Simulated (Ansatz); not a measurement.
# Te on Al(100), hollow start, 2x2 cell: photoemission fingerprints

What would XPS and UPS show for Te on Al(100), hollow start, 2x2 cell? Spin–orbit coupling is left out of the bands throughout.

Program: Ansatz 0.2.0. Level of theory: DFT, PBE, plane-wave PAW, default files, scalar-relativistic. Results are calculated unless marked as measured.

Report form: the programs' logs are mostly left out.

### Step 1. The structure

The cell holds 5 atoms: 5 Al. Its edges and angles: a = 2.857 Å, b = 2.857 Å, c = 23.080 Å, α = 90.0°, β = 90.0°, γ = 90.0°. It derives from Al. Vacuum lies along c.

### Step 2. The clean face

The clean face is the reference for what the added atoms change.

Input file input.yaml:

```yaml
crystal:
  lattice:
    - [2.856711396, 0.0, 0.0]
    - [0.0, 2.856711396, 0.0]
    - [0.0, 0.0, 23.08]
  atoms:
    - { symbol: Al, position: [0.0, 0.0, 0.675043328] }
    - { symbol: Al, position: [0.5, 0.5, 0.587521664] }
    - { symbol: Al, position: [0.0, 0.0, 0.5] }
    - { symbol: Al, position: [0.5, 0.5, 0.412478336] }
    - { symbol: Al, position: [0.0, 0.0, 0.324956672] }
kpoints:
  mp_grid: { grid: [14, 14, 1] }
scf:
  occupations: { method: fermi_dirac, width: 0.05 }
  n_extra_bands: 12
hamiltonian:
  xc: pbe
  pseudopotentials: { kind: paw }
output:
  forces: true
  write_potential: true
  volumetric_format: []
  dos:
    projected: true
    de: 0.05
    e_range: [-30, 12]
    method: { smearing: { sigma: 0.1, scheme: gaussian } }
efield:
  axis: 3
  dipole_correction: true
relax:
  f_tol: 0.03
  max_steps: 50
  constraints: [{ sites: [2, 3, 4] }]
```

Launch:

```console
> ansatz run input.yaml --threads 4 --pin off --max-ram 12288MiB --backend cpu --events-out ev --progress --plain --runs-dir out
```

It took 26 s on 4 threads of AMD EPYC (Zen 3), shared host; peak memory 0.49 GiB; 69 s of CPU time.

Step by step:

```tsv
step	energy less that of the first step (eV)	largest force component (eV/Å)
1	0.0000	0.0774
2	-0.0022	0.0218
```

Forces are held to the 8 operations that the run works with; a distortion that breaks them can't arise in this run.

The atoms that moved most (Å):

```tsv
atom	dx	dy	dz	length
Al1	0.000	0.000	0.063	0.063
Al2	0.000	0.000	0.029	0.029
```

This step gave:

| Property | Result |
| --- | --- |
| free energy | -2686.5655 eV |
| energy at zero smearing | -2686.5530 eV |
| smearing term TS | 0.02504 eV |
| Fermi energy | 1.122 eV |
| symmetry operations | 8 |
| zero of energy | Fermi level |
| share of occupied states in no projected shell | 0.015 of the occupied states in the window |
| DOS at the Fermi level | 3.269 states/eV/cell |
| work function, upper face | 4.274 eV |
| work function, lower face | 4.288 eV |

This run's widths, added to any smearing of the DOS itself: Gaussian 0.3 eV, Lorentzian 0.2 eV plus 0.08 an eV of depth. The intensity by binding energy, zero at the Fermi level; values in % of the maximum within 13 eV:

```tsv
binding energy (eV)	21.2 eV	40.8 eV	900 eV	1486.7 eV	9251.7 eV
-1	4.24	4.18	4.25	4.25	4.26
0	47.5	49.4	47.9	47.2	46.2
1	97.2	98.3	97.4	97.0	96.3
2	92.8	93.5	92.7	92.3	91.8
3	89.6	83.8	89.2	90.5	92.3
4	87.0	78.7	86.4	88.5	91.5
5	76.4	69.3	76.0	77.6	79.9
6	69.9	62.9	69.5	71.0	73.2
7	54.9	48.9	54.7	56.0	57.8
8	49.6	43.0	49.4	50.8	52.9
9	39.1	32.2	38.9	40.5	42.8
10	28.3	21.4	28.2	29.8	32.3
11	11.9	8.65	11.9	12.7	13.9
12	-	3.17	4.06	4.28	4.61
```

From the Fermi level. Table of planar mean, electrostatic potential by z:

```tsv
z (Å)	planar mean, electrostatic potential (eV)
0.0	4.28
0.5	4.28
1.0	4.29
1.5	4.29
2.0	4.29
2.5	4.29
3.0	4.29
3.5	4.29
4.0	4.28
4.5	4.26
5.0	4.20
5.5	3.96
6.0	3.14
6.5	0.550
7.0	-4.66
7.5	-5.87
8.0	-5.09
8.5	-2.11
9.0	-5.07
9.5	-6.06
10.0	-5.30
10.5	-2.17
11.0	-4.97
11.5	-6.07
12.0	-5.36
12.5	-2.04
13.0	-4.61
13.5	-6.03
14.0	-5.55
14.5	-2.19
15.0	-4.14
15.5	-5.84
16.0	-5.41
16.5	-0.962
17.0	2.67
17.5	3.81
18.0	4.15
18.5	4.24
19.0	4.26
19.5	4.27
20.0	4.27
20.5	4.27
21.0	4.27
21.5	4.27
22.0	4.27
22.5	4.28
```

The spectra weight each projected shell by its atomic cross section (Dirac–Hartree–Slater) and angular factor, for linear light with the analyser at 0° from the polarisation. Broadening, on top of any smearing of the DOS itself: a Gaussian of 0.3 eV and a Lorentzian of 0.2 eV plus 0.08 times the binding energy (full widths), Fermi edge at 300 K. Each atom is damped by exp[−depth/(λ cos θ)], θ = 0° from the normal, λ from the universal curve. Curves are cut 10 eV under the photon energy, above any shell that the free atom's threshold puts out of reach, or at the lower edge of the window: 11.2 eV at 21.2 eV, 12.5 eV at 40.8 eV, 12.5 eV at 900 eV, 12.5 eV at 1486.7 eV and 12.5 eV at 9251.7 eV. Dipole terms alone, which is rough above 3 keV; no background, satellites or final-state effects.

Share of each shell in the spectrum's area (%), by photon energy:

```tsv
shell	21.2 eV	40.8 eV	900 eV	1486.7 eV	9251.7 eV
Al 3s	81.7	53.7	79.6	87.3	98.3
Al 3p	18.3	46.3	20.4	12.7	1.7
```

Cross sections used, in Mb an electron:

```tsv
shell	21.2 eV	40.8 eV	900 eV	1486.7 eV	9251.7 eV
Al 3s	0.15	0.15	0.0011	3.5e-4	2.9e-6
Al 3p	0.070	0.10	1.9e-4	4.0e-5	5.9e-8
```

At the Fermi level the DOS is 3.27 states/eV a cell, and on the broadened curves Al 3p holds 72 % of the total there.

### Step 3. Relaxation

System of this step: Al20Te. The cell holds 21 atoms: 1 Te and 20 Al. Cell: a = 5.713 Å, b = 5.713 Å, c = 24.830 Å, α = 90.0°, β = 90.0°, γ = 90.0°. It derives from Al. How the cell was made: adsorbate; added: Te; site: hollow; coverage 0.25 monolayer; cell: 2x2; on one face. Regions: ad, 1 atom (1 Te); L1, 4 atoms (4 Al); L2, 4 atoms (4 Al); L3, 4 atoms (4 Al); rest, 8 atoms (8 Al). Vacuum lies along c.

Levels and vacuum steps follow bond lengths, so the atoms are relaxed first. 12 atoms are held to stand for the bulk. A dipole correction cancels the field between unlike faces.

Input file input.yaml:

```yaml
crystal:
  lattice:
    - [5.713422792, 0.0, 0.0]
    - [0.0, 5.713422792, 0.0]
    - [0.0, 0.0, 24.83]
  atoms:
    - { symbol: Te, position: [0.253101099, 0.25, 0.697946033] }
    - { symbol: Al, position: [0.0, 0.0, 0.627466774] }
    - { symbol: Al, position: [0.5, 0.0, 0.627466774] }
    - { symbol: Al, position: [0.0, 0.5, 0.627466774] }
    - { symbol: Al, position: [0.5, 0.5, 0.627466774] }
    - { symbol: Al, position: [0.25, 0.25, 0.546113572] }
    - { symbol: Al, position: [0.75, 0.25, 0.546113572] }
    - { symbol: Al, position: [0.25, 0.75, 0.546113572] }
    - { symbol: Al, position: [0.75, 0.75, 0.546113572] }
    - { symbol: Al, position: [0.0, 0.0, 0.464760371] }
    - { symbol: Al, position: [0.5, 0.0, 0.464760371] }
    - { symbol: Al, position: [0.0, 0.5, 0.464760371] }
    - { symbol: Al, position: [0.5, 0.5, 0.464760371] }
    - { symbol: Al, position: [0.25, 0.25, 0.383407169] }
    - { symbol: Al, position: [0.75, 0.25, 0.383407169] }
    - { symbol: Al, position: [0.25, 0.75, 0.383407169] }
    - { symbol: Al, position: [0.75, 0.75, 0.383407169] }
    - { symbol: Al, position: [0.0, 0.0, 0.302053967] }
    - { symbol: Al, position: [0.5, 0.0, 0.302053967] }
    - { symbol: Al, position: [0.0, 0.5, 0.302053967] }
    - { symbol: Al, position: [0.5, 0.5, 0.302053967] }
kpoints:
  mp_grid: { grid: [6, 6, 1] }
scf:
  occupations: { method: fermi_dirac, width: 0.05 }
  n_extra_bands: 16
hamiltonian:
  xc: pbe
  pseudopotentials: { kind: paw }
output:
  forces: true
  write_potential: true
  volumetric_format: []
efield:
  axis: 3
  dipole_correction: true
relax:
  f_tol: 0.03
  max_steps: 45
  constraints: [{ sites: [9, 10, 11, 12, 13, 14, 15, 16, 17, 18, 19, 20] }]
```

Elapsed: 3.4 min, on 4 threads; peak memory 1.5 GiB.

Step by step:

```tsv
step	energy less that of the first step (eV)	largest force component (eV/Å)
1	0.0000	1.9386
2	-0.3272	0.5021
3	-0.3356	0.2270
4	-0.3693	0.0364
5	-0.3697	0.0040
```

Forces are held to the 2 operations that the run works with; a distortion that breaks them can't arise in this run.

The atoms that moved most (Å):

```tsv
atom	dx	dy	dz	length
Te1	-0.017	0.000	0.158	0.159
Al9	0.000	0.000	-0.134	0.134
Al5	0.072	0.072	0.020	0.104
Al3	0.072	-0.072	0.020	0.104
Al2	-0.072	-0.072	0.020	0.104
Al4	-0.072	0.072	0.020	0.104
Al7	-0.001	0.000	0.057	0.057
Al8	0.000	0.000	0.057	0.057
```

This step gave:

- free energy: -17727.2597 eV
- energy at zero smearing: -17727.2250 eV
- smearing term TS: 0.06936 eV
- Fermi energy: 1.296 eV
- symmetry operations: 2
- work function, upper face: 4.193 eV
- work function, lower face: 4.308 eV

The relaxation ends 18 meV an atom lower, with a largest force component of 0.0040 eV/Å on the free atoms. Between step 2 and this run (21 atoms) the value for the work function, upper face moves from 4.27 eV to 4.19 eV.

### Step 4. Layer-resolved bands, DOS and potential

The main run: bands along the zone's path, each state's share in the top and middle regions, the DOS and the planar potential. The cell holds 4 small cells, so the bands are unfolded.

Input file input.yaml:

```yaml
crystal:
  lattice:
    - [5.713422792, 0.0, 0.0]
    - [0.0, 5.713422792, 0.0]
    - [0.0, 0.0, 24.83]
  atoms:
    - { symbol: Te, position: [0.2501815472, 0.25, 0.7042953489] }
    - { symbol: Al, position: [-0.0125919118, -0.0125788409, 0.6282815962] }
    - { symbol: Al, position: [0.5126029498, -0.0126171924, 0.6282882307] }
    - { symbol: Al, position: [-0.0125919118, 0.5125788409, 0.6282815962] }
    - { symbol: Al, position: [0.5126029498, 0.5126171924, 0.6282882307] }
    - { symbol: Al, position: [0.249935484, 0.25, 0.5478269693] }
    - { symbol: Al, position: [0.7498613368, 0.25, 0.5484168819] }
    - { symbol: Al, position: [0.2499851734, 0.75, 0.5484170273] }
    - { symbol: Al, position: [0.7500396703, 0.75, 0.5407240277] }
    - { symbol: Al, position: [0.0, 0.0, 0.464760371] }
    - { symbol: Al, position: [0.5, 0.0, 0.464760371] }
    - { symbol: Al, position: [0.0, 0.5, 0.464760371] }
    - { symbol: Al, position: [0.5, 0.5, 0.464760371] }
    - { symbol: Al, position: [0.25, 0.25, 0.383407169] }
    - { symbol: Al, position: [0.75, 0.25, 0.383407169] }
    - { symbol: Al, position: [0.25, 0.75, 0.383407169] }
    - { symbol: Al, position: [0.75, 0.75, 0.383407169] }
    - { symbol: Al, position: [0.0, 0.0, 0.302053967] }
    - { symbol: Al, position: [0.5, 0.0, 0.302053967] }
    - { symbol: Al, position: [0.0, 0.5, 0.302053967] }
    - { symbol: Al, position: [0.5, 0.5, 0.302053967] }
kpoints:
  mp_grid: { grid: [8, 8, 1] }
scf:
  occupations: { method: fermi_dirac, width: 0.05 }
  n_extra_bands: 23
hamiltonian:
  xc: pbe
  pseudopotentials: { kind: paw }
output:
  forces: true
  write_potential: true
  volumetric_format: []
  dos:
    projected:
      site_lists:
        adsorbate: [0]
        layer_1: [1, 2, 3, 4]
        layer_2: [5, 6, 7, 8]
        layer_3: [9, 10, 11, 12]
        other_layers: [13, 14, 15, 16, 17, 18, 19, 20]
    de: 0.05
    e_range: [-30, 12]
    method: { smearing: { sigma: 0.15, scheme: gaussian } }
  eigenstates:
    kpoints:
      - [0.0, 0.0, 0.0]
      - [-0.07142857, -0.07142857, 0.0]
      - [-0.14285714, -0.14285714, 0.0]
      - [-0.21428571, -0.21428571, 0.0]
      - [-0.28571429, -0.28571429, 0.0]
      - [-0.35714286, -0.35714286, 0.0]
      # [... 24 more points ...]
      - [0.0, -0.2, 0.0]
      - [0.0, -0.1, 0.0]
    e_range: [-8.0, 4.0]
    unfold:
      supercell_matrix: [[2, 0, 0], [0, 2, 0], [0, 0, 1]]
      layers:
        axis: 3
        edges: [0.140959, 0.413209, 0.413309, 0.588248, 0.588348, 0.865389]
efield:
  axis: 3
  dipole_correction: true
```

Elapsed: 4.2 min, on 4 threads; peak memory 2.5 GiB.

This step gave:

```
free energy                                    : -17727.2875 eV
energy at zero smearing                        : -17727.2437 eV
smearing term TS                               : 0.08759 eV
Fermi energy                                   : 1.333 eV
share of occupied states in no projected shell : 0.0144 of the occupied states in the window
DOS at the Fermi level                         : 10.14 states/eV/cell
work function, upper face                      : 4.173 eV
work function, lower face                      : 4.283 eV
```

A(k,E), total over k along the path and E. Zero: Fermi level.

Ten even steps from '0' (0.02 eV⁻¹) to '9' (4.14 eV⁻¹), each cell a mean:
```
33551144273312224113231101221375433
54553442644300000332211132212374435
34374423443100000322301322221267633
66844135444210001432101111112225376
76533554431122222132031212332128767
36435654220000000031211143111212743
54565443400000000023223211111114965
99634444110000000012311211112242289
66465342111000000004242111221312386
95542420110110000111421222223221439
64335211111122222111323233322124256
66532111000111111100332222211242446
23121211211000000011132222222433562
03321100011110001111143311234326610
01212020001122222111114233443265200
00332002000000000000024344323644000
00010300200000000001210411255450000
00033020021000000012002466545500000
00002111002211011220011133562000000
00002202100012221000120365310000000
00000330210000000001203200000000000
00000112022000000022021100000000000
```
Columns: k along the path (Å⁻¹) from 0 to 3.75; rows upwards: E (eV) from -7.7 to 3.18.

A(k,E), top over k along the path and E. Zero: Fermi level.

Ten even steps from '0' (0.01 eV⁻¹) to '9' (1.00 eV⁻¹), each cell a mean:
```
33561255282322323223242212341276543
65743542635221110452222253312354656
46455524542101111222312322222247844
77954246333210112333212111122225397
97543563321123332232142313332235779
46335633210011100021212142112222654
44575333210110001013323111221115554
98833332110001010012311212112242279
45245422112100101112242111222322354
54442221111111010121321233234222535
64323221111222222112223233332226346
36532112111111211111332222222242353
32233323321000101111243333333543633
23331210122211011222233422235427322
02323131112333333222225345664374210
10243113111011111100134466433733111
00011311310000000011310522356330000
00013130122100000013103266643200000
00001212002221112220012122231000000
00000202100012221000130322100000000
00000130210000000001202100000000000
00000002022000000022010000000000000
```
Columns: k along the path (Å⁻¹) from 0 to 3.75; rows upwards: E (eV) from -7.7 to 3.18.

A(k,E), middle over k along the path and E. Zero: Fermi level.

Ten even steps from '_' (0.01 eV⁻¹) to '@' (2.07 eV⁻¹), each cell a mean:
```
::::----....----..++--::..______==____::......______....__::==----::::
::----==::----..==--::==__________::::....__....::........::**::--::::
::::::**----..::----::..__________::....::__................##====::::
====++----..::--==::==..__________==::....______..____......::==::++==
++====::::--====----____............::..__::__..__..::::......@@====++
::====::--==++--::::________________--__......__::..____......::**--::
----====--==--::==__________________::::....::..____....______--@@==--
##@@++--++==::++..____________________::::......__..____....--..::####
****++++--::==..______________________==..::....____......::....::@@**
@@++==--::==..______________________....::........::..::::::....--::@@
==----==++....________............______--..::..::::::::......--..--==
%%**++--..______________________________--::................::..::--%%
::--........____..______________________..::..::..........--::::--%%::
__--::..__..________..____________________==::::......::--::..--##..__
____::....__..________..............______..--..::::--::::..--++--____
____--....____..__________________________..==::::::::..::--==++______
______..__::____::______________________::____--......----==**________
______--::__..____::..______________....____..==--==----##**__________
________::..__..____..::..______..::..____......--==**%%--____________
________::..__..________....::....________..__::##**==..______________
__________--::__....__________________....__::--______________________
__________......__....______________....__....::______________________
```
Columns: k along the path (Å⁻¹) from 0 to 3.75; rows upwards: E (eV) from -7.7 to 3.18.

A(k,E), bottom over k along the path and E. Zero: Fermi level.

Values in eV⁻¹, 12 rows by 16 columns, each cell a mean:
```
0.62 0.78 0.46 0.57 0.73 0.34 0.28 0.37 0.41 0.37 0.30 0.30 0.37 0.75 0.93 0.60
0.74 0.90 0.54 0.62 0.68 0.20 0.07 0.19 0.42 0.27 0.31 0.42 0.47 0.59 0.93 0.68
0.95 0.65 0.77 0.65 0.34 0.26 0.35 0.32 0.40 0.27 0.33 0.55 0.51 0.34 0.83 0.99
0.95 0.84 0.83 0.60 0.14 0.05 0.04 0.05 0.30 0.37 0.44 0.29 0.26 0.24 0.65 0.96
1.04 0.72 0.66 0.46 0.20 0.07 0.04 0.06 0.24 0.52 0.36 0.22 0.28 0.42 0.36 1.05
0.90 0.64 0.38 0.20 0.26 0.28 0.24 0.26 0.29 0.49 0.34 0.47 0.43 0.33 0.46 0.87
0.63 0.37 0.20 0.18 0.19 0.16 0.19 0.17 0.20 0.39 0.38 0.30 0.31 0.45 0.59 0.70
0.18 0.32 0.21 0.13 0.20 0.29 0.28 0.29 0.24 0.23 0.50 0.37 0.49 0.52 0.69 0.15
0.05 0.32 0.20 0.22 0.07 0.09 0.14 0.11 0.06 0.20 0.48 0.49 0.48 0.75 0.36 0.03
0.02 0.20 0.28 0.16 0.26 0.09 0.04 0.07 0.25 0.17 0.39 0.81 0.79 0.43 0.05 0.02
0.01 0.06 0.31 0.23 0.11 0.29 0.33 0.31 0.13 0.20 0.31 0.53 0.35 0.05 0.02 0.01
0.01 0.01 0.23 0.28 0.25 0.05 0.03 0.04 0.21 0.24 0.33 0.05 0.03 0.02 0.01 0.01
```
Columns: k along the path (Å⁻¹) from 0 to 3.75; rows upwards: E (eV) from -7.7 to 3.18.

Peaks of A(k,E) at the labelled points: for each region the eleven nearest the zero at most, each over 6 % of that point's highest, less those above the energy where the solved bands run out; weight and spread sum the levels within three half widths or 0.3 eV, so near peaks share levels. Peaks of the spectral function, the first 40 of 117 rows:

```tsv
point	weight on	E (eV)	A (1/eV)	weight near the peak	rms spread of levels (eV)
M	total	-4.46	0.325	0.129	0.085
M	total	-3.2	1.067	0.325	0
M	total	-2.62	4.462	1.958	0.006
M	total	-1.92	3.711	2.29	0.212
M	total	-1.32	5.164	2.858	0.096
M	total	-0.42	4.874	3.748	0.218
M	total	-0.12	2.891	2.479	0.15
M	total	1.04	3.678	3.37	0.248
M	total	1.44	3.88	2.872	0.214
M	total	2.32	3.192	1.591	0.065
M	total	3.12	1.997	0.962	0.165
M	top	-4.46	0.253	0.123	0.084
M	top	-3.2	0.622	0.269	0
M	top	-2.6	0.437	0.157	0.017
M	top	-1.92	1.096	0.598	0.179
M	top	-1.44	0.603	0.293	0.099
M	top	-0.42	1.235	0.94	0.218
M	top	1.04	1.251	0.995	0.23
M	top	1.42	1.029	0.885	0.215
M	top	2.34	1.035	0.54	0.067
M	top	3.14	0.476	0.209	0.149
M	middle	-2.62	2.733	1.238	0.002
M	middle	-1.92	1.201	0.728	0.217
M	middle	-1.32	3.017	1.648	0.088
M	middle	-0.42	1.839	1.316	0.206
M	middle	1.04	1.268	1.16	0.247
M	middle	1.44	1.369	1.013	0.219
M	middle	2.32	0.938	0.445	0.064
M	middle	3.12	0.917	0.477	0.168
M	bottom	-2.62	1.294	0.562	0
M	bottom	-1.92	1.411	0.962	0.214
M	bottom	-1.4	1.619	0.916	0.097
M	bottom	-0.42	1.797	1.49	0.223
M	bottom	-0.1	1.282	0.999	0.158
M	bottom	1.02	1.159	1.355	0.309
M	bottom	1.44	1.481	0.973	0.204
M	bottom	2.3	1.227	0.604	0.062
M	bottom	3.12	0.605	0.276	0.171
Γ	total	-6.38	2.036	0.954	0.002
Γ	total	-4.02	1.909	0.991	0.104
```

The DOS has structure finer than the step of the table below, so its rows give means over 0.5 eV, whole bins alone (the curve runs from -13.7 to 2.98 eV). Peaks (eV: height): total -3.02: 11.1, 0.97: 12.0, 1.68: 13.3, 2.48: 11.3; Al 3p -2.02: 6.59, 0.97: 7.30, 1.68: 8.08, 2.48: 7.08; Al 3s -1.12: 2.83, 0.47: 2.89, 0.97: 3.28, 1.68: 3.64; Te 5p -3.73: 1.67, -3.02: 1.57, -2.02: 1.01, -1.12: 0.778; Te 5s -11.72: 4.59.

DOS against E, zero at the Fermi level; means over each step; values in states/eV/cell:

```tsv
E (eV)	total	Al 3p	Al 3s	Te 5p	Te 5s
-12.5	1.6e-4	2.7e-5	2.4e-5	0	1.1e-4
-12.0	2.07	0.422	0.204	0.0151	1.42
-11.5	1.93	0.417	0.157	0.0132	1.34
-11.0	0.176	0.0415	0.130	6.8e-5	0.00416
-10.5	1.31	0.460	0.828	7.9e-4	0.0230
-10.0	1.67	0.823	0.821	0.00212	0.0224
-9.5	2.86	1.54	1.26	0.00706	0.0490
-9.0	2.99	1.77	1.17	0.00943	0.0299
-8.5	3.02	1.86	1.10	0.0141	0.0354
-8.0	4.57	2.82	1.65	0.0338	0.0588
-7.5	4.46	2.79	1.56	0.0437	0.0431
-7.0	4.11	2.62	1.38	0.0516	0.0387
-6.5	5.52	3.45	1.89	0.100	0.0470
-6.0	5.80	3.54	1.97	0.175	0.0718
-5.5	5.94	3.60	1.98	0.260	0.0573
-5.0	6.91	4.12	2.25	0.419	0.0616
-4.5	6.21	3.37	2.08	0.663	0.0321
-4.0	8.67	5.09	2.35	1.06	0.0663
-3.5	7.57	4.57	1.79	1.08	0.0378
-3.0	9.28	5.50	2.43	1.18	0.0265
-2.5	7.74	5.01	1.92	0.686	0.00550
-2.0	8.97	5.81	2.10	0.891	0.00833
-1.5	8.16	5.39	2.12	0.455	0.00720
-1.0	9.41	6.06	2.50	0.568	0.00921
-0.5	8.29	5.50	2.07	0.376	0.0147
0.0	9.14	5.86	2.41	0.464	0.0162
0.5	8.72	5.39	2.44	0.359	0.0207
1.0	10.3	6.30	2.75	0.492	0.0274
1.5	11.0	6.86	2.92	0.281	0.0258
2.0	9.52	5.95	2.31	0.322	0.0357
2.5	10.3	6.46	2.33	0.311	0.0432
```

(Continued in part 2 of 2.)

[Logs are printed without paths, hosts, clocks, repeated set-up lines and the standing remarks that a program may print on its own settings, such as how far it seeks lower states.]

[Hosts, paths, dates, database ids (printed as entryN), source tags and the programs' standing remarks are cut or masked in the printed files.]

[Maps of the electrostatic potential energy from Ansatz leave out the sawtooth potential of an applied field or a dipole correction, so their vacuum need not be flat; work functions include it.]
